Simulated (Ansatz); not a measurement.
# Mg3Mn2Fe, from a guessed structure to a relaxed one, part 2 of 2

Starting from a made-up structure for Mg3Mn2Fe, the aim is the relaxed cell, its shortest contacts and, where a second run follows, its electronic structure.

Ansatz 0.2.0; DFT, PBEsol, plane-wave PAW, files of the set soft_1, scalar-relativistic, ferromagnetic start, cell and ions relaxed at zero pressure; PAW set soft_1 (the session's first sound run).

So far: Set-up; Relaxing cell and atoms. The relaxed cell has a = 4.849, c = 4.583 Å (conventional setting).

In doubt: warnings of the run leave room for a lower electronic state, so energies may not be the lowest and differences between runs may mislead.

## Step 3: Electronic structure of the relaxed cell

A second self-consistent run takes a narrower smearing and the mesh shown in its input; the bands follow along the standard path of the relaxed lattice.

This step: DFT, PBEsol, plane-wave PAW, files of the set soft_1, scalar-relativistic, ferromagnetic start, bands and density of states at the relaxed cell; PAW set soft_1 (Ansatz 0.2.0).

File input.yaml:

```yaml
crystal:
  lattice:
    - [4.8492901499, 0.0, 0.0]
    - [-2.4246450749, 4.1996084601, 0.0]
    - [0.0, 0.0, 4.5832480268]
  atoms:
    - { symbol: Fe, position: [0.0, 0.0, 0.5], spin: 2.2 }
    - { symbol: Mn, position: [0.3333333333, 0.6666666667, 0.5], spin: 3.2 }
    - { symbol: Mn, position: [0.6666666667, 0.3333333333, 0.5], spin: 3.2 }
    - { symbol: Mg, position: [0.0, 0.3278300953, 0.0] }
    - { symbol: Mg, position: [0.6721699047, 0.6721699047, 0.0] }
    - { symbol: Mg, position: [0.3278300953, 0.0, 0.0] }
magnetization:
  spin_polarized: true
kpoints:
  mp_grid: { grid: [8, 8, 8] }
  band_path:
    path:
      - [[0.0, 0.0, 0.0], [0.5, 0.0, 0.0], [0.33333333, 0.33333333, 0.0], [0.0, 0.0, 0.0], [0.0, 0.0, 0.5], [0.5, 0.0, 0.5], [0.33333333, 0.33333333, 0.5], [0.0, 0.0, 0.5]]
      - [[0.5, 0.0, 0.5], [0.5, 0.0, 0.0]]
      - [[0.33333333, 0.33333333, 0.0], [0.33333333, 0.33333333, 0.5]]
    npoints: 8
scf:
  occupations: { method: fermi_dirac, width: 0.03 }
  n_extra_bands: 15
hamiltonian:
  xc: pbesol
  pseudopotentials: { kind: paw, azcp: { folder: soft_1 }, xc_functional: pbe }
output:
  forces: true
  stress: true
  write_bands: true
  dos: { projected: true }
  write_density: true
  write_potential: true
  elf: true
  volumetric_format: npy
```

On the command line:

```bash
ansatz run input.yaml --threads 4 --pin off --max-ram 10240MiB --backend cpu --events-out ev --progress --plain --runs-dir out
```

Numbers of over 12 decimals in the logs are rounded to 6 here.

Log:

```text
[...]
Crystal: 6 atoms, lattice volume = 93.338 Å³
Basis set: ecut = 420 eV, 1821 PW (Γ), exchange–correlation on 72×72×64 points (8 copies of the dense FFT grid, shifted against one another)
Bands: 53, of which v1, the nominal top of the filled ones, is band 38 counted from 1 (37 counted from 0)
Symmetry: 12 space group operations
[...]
k-points: 50 of 512 (time reversal used)
[...]
Starting moments: Σ|m| = 8.6 μB on 3 of 6 sites
[...]
SCF iter  15: F=-17919.681428 eV  HF=-17919.681428 eV  |F-HF|=7.90e-8  |Δ(HF+E_count)|=   5.30e-9  Δρ=5.70e-6 (↑2.68e-6 ↓5.70e-6)  dr2=8.28e-8  dr2_m=2.48e-9  M=8.404 μB ∫|m|=9.243 μB  ethr=4.94e-11  ⟨swp⟩=11.5  Hψ=31573  notcnv=0
SCF 1 converged in 15 iterations: F = -17919.681428 eV  dr2 = 8.28e-8
[...]
NSCF: frozen V_eff on 75 k-points
SCF converged after 15 iterations
Magnetization: 8.4040 μB (42.2020 up, 33.7980 down)
Absolute magnetization: 9.2427 μB (∫|ρ↑−ρ↓|, with the PAW one-centre terms)
[...]
Per-site moments (μB) at R_I (Å): [(2.164762, 1.150485), (3.228866, 1.154892), (3.228866, 1.154892), (-0.062614, 1.135825), (-0.062614, 1.135825), (-0.062614, 1.135825)]
Free energy (F): -17919.681428 eV
[...]
Internal energy: -17919.664868 eV  (E = F + TS)
E sigma→0 (E₀):  -17919.673148 eV
Entropy (-TS):   -0.016560 eV (-2.760 meV/atom)
Fermi energy:    10.843866 eV
[...]
--- Forces (eV/Å), atoms counted from 1 ---
  atom   1  Fe    -0.00000000    -0.00000000     0.00000000
  atom   2  Mn     0.00000000     0.00000000    -0.00000000
  atom   3  Mn     0.00000000    -0.00000000     0.00000000
  atom   4  Mg    -0.00378896     0.00656267    -0.00000000
  atom   5  Mg    -0.00378896    -0.00656267    -0.00000000
  atom   6  Mg     0.00757791    -0.00000000    -0.00000000
  max |Σ_I F_I| component: 5.81e-17 eV/Å
--- Stress (GPa, compression-positive) ---
        0.047969       0.000000       0.000000
        0.000000       0.047969       0.000000
        0.000000       0.000000      -0.324890
  P = ⅓ Tr σ = -0.0763 GPa (-0.763 kbar)
--- Band table (eV; the first three rows and the last of 100) ---
  k-point 0 ↑: bands = [... 34 lower, 8.6089, 8.7726, 9.1424, 9.1424, 9.7789, 9.7789, 9.7931, 12.3783, ... 11 higher]
  k-point 1 ↑: bands = [... 34 lower, 8.6454, 8.8392, 9.1437, 9.1437, 9.3640, 9.7769, 9.7769, 12.5010, ... 11 higher]
  k-point 2 ↑: bands = [... 34 lower, 8.7650, 8.8696, 9.1219, 9.1466, 9.1466, 9.7721, 9.7721, 12.4782, ... 11 higher]
  k-point 49 ↓: bands = [... 34 lower, 11.2058, 11.4713, 11.5729, 11.6966, 11.7101, 12.3618, 12.3713, 12.6451, ... 11 higher]
```

Run time: 11 s. Hardware: 4 threads of AMD EPYC 9R45, shared host; peak memory 0.71 GiB.

This step gave:

| Quantity | Value |
| --- | --- |
| free energy | -17919.6814 eV |
| energy at zero smearing | -17919.6731 eV |
| smearing term TS | 0.01656 eV |
| magnetization | 8.404 μB |
| absolute magnetization | 9.243 μB |
| site moments | 2.165, 3.229, 3.229, -0.06261, -0.06261, -0.06261 μB |
| pressure | -0.07632 GPa |

From bands.tsv, the bands that come nearest the Fermi level along the path, at its corners, in eV from the Fermi level:

```tsv
point	band_41_up	band_42_up	band_43_up	band_32_dn	band_33_dn	band_34_dn	band_35_dn	band_36_dn
Γ	1.53	1.53	2.00	-0.76	-0.07	-0.07	0.26	0.26
M	-0.28	1.44	2.04	-0.54	-0.53	-0.22	0.16	1.29
K	-0.68	2.65	2.65	-0.76	0.11	0.18	0.18	1.48
Γ	1.53	1.53	2.00	-0.76	-0.07	-0.07	0.26	0.26
A	1.09	1.11	2.93	-0.33	-0.23	-0.23	0.53	0.88
L	-0.68	-0.39	-0.28	-0.16	0.21	0.54	0.56	0.72
H	-1.21	-0.69	-0.68	-0.22	0.37	0.53	0.53	0.79
A	1.09	1.11	2.93	-0.33	-0.23	-0.23	0.53	0.88
L	-0.68	-0.39	-0.28	-0.16	0.21	0.54	0.56	0.72
M	-0.28	1.44	2.04	-0.54	-0.53	-0.22	0.16	1.29
K	-0.68	2.65	2.65	-0.76	0.11	0.18	0.18	1.48
H	-1.21	-0.69	-0.68	-0.22	0.37	0.53	0.53	0.79
```

Spin density in the ab plane at fractional z = 0.500, with atoms of Fe and Mn within 0.2 Å of it.

Ten even steps from '0' (0.0 e/Å³) to '9' (5.2 e/Å³), each cell a mean:
```
41000000000015
00000000000001
00000210000000
00014630000000
00039820000000
00035200000000
00011000000000
00000000023100
00000000286200
00000001594000
00000001331000
00000000000000
32000000000001
73000000000004
```
Columns run along a (4.8 Å), rows up along b (4.8 Å). Atoms in or near the plane, at fractional coordinates: Fe at (0.00, 0.00), Mn at (0.33, 0.67), Mn at (0.67, 0.33).

ELF of down spins in the ab plane at fractional z = 0.500, with atoms of Fe and Mn within 0.2 Å of it. It is the smooth field of the valence electrons, not physical close to the nuclei.

Ten even steps from '0' (0.11) to '9' (0.90), each cell a mean:
```
84146300242148
31231000031134
12212541043111
33027861155312
41168850365434
20268610431002
10133101001100
31000110156400
64223311688503
64334303887216
21113203662134
23113201210221
76314410013214
97226631243138
```
Columns run along a (4.8 Å), rows up along b (4.8 Å). Atoms in or near the plane, at fractional coordinates: Fe at (0.00, 0.00), Mn at (0.33, 0.67), Mn at (0.67, 0.33).

Valence density in the ab plane at fractional z = 0.500, with atoms of Fe and Mn within 0.2 Å of it. It is the smooth field of the valence electrons, not physical close to the nuclei.

Ten steps, logarithmic in the rise over the least value, from '0' (0 e/Å³) to '9' (27 e/Å³), each cell a mean:
```
86200000000269
52001221000256
10014653000122
00148873000000
00379962000000
01478730000000
01355300023310
00111000367520
00000003798620
00000015898410
11100015774100
45310013431002
87510001100026
98410000000158
```
Columns run along a (4.8 Å), rows up along b (4.8 Å). Atoms in or near the plane, at fractional coordinates: Fe at (0.00, 0.00), Mn at (0.33, 0.67), Mn at (0.67, 0.33).

## Step 4: Outcome

- space group, relaxed: P-62m
- conventional cell: a = 4.849, b = 4.849, c = 4.583 Å; α = 90.0°, β = 90.0°, γ = 120.0°
- volume per atom: 15.56 Å³ (guess 16.21)
- total moment: 8.46 μB in the cell of 6 atoms

**Reading.** Mg3Mn2Fe relaxes to P-62m with a = 4.849, b = 4.849 and c = 4.583 Å. The guessed volume was 4 % too large. The space group P-62m was held in the relaxation, so the end point is a stationary structure within it and may be a saddle against distortions or other arrangements. The input starts from parallel moments, and no other start was typed. The electronic state may lie above the lowest one. Bands cross the Fermi level, so it is a metal or semimetal at this level. On the 8×8×8 mesh with the narrower smearing (relaxed on 6×6×6) the largest force component is 0.008 eV/Å and the largest stress component is 0.325 GPa, against the relaxation's thresholds of 0.015 eV/Å and 0.05 GPa. The cutoff wasn't tested. No dispersion term is used, so weakly bound directions may come out too long. The program estimates, without running it, that another magnetic order lies lower than the one relaxed here. Nothing here tests whether the compound is stable against decomposition.

[Logs are printed without paths, hosts, clocks, repeated set-up lines and the standing remarks that a program may print on its own settings, such as how far it seeks lower states.]

[Hosts, paths, dates, database ids (printed as entryN), source tags and the programs' standing remarks are cut or masked in the printed files.]
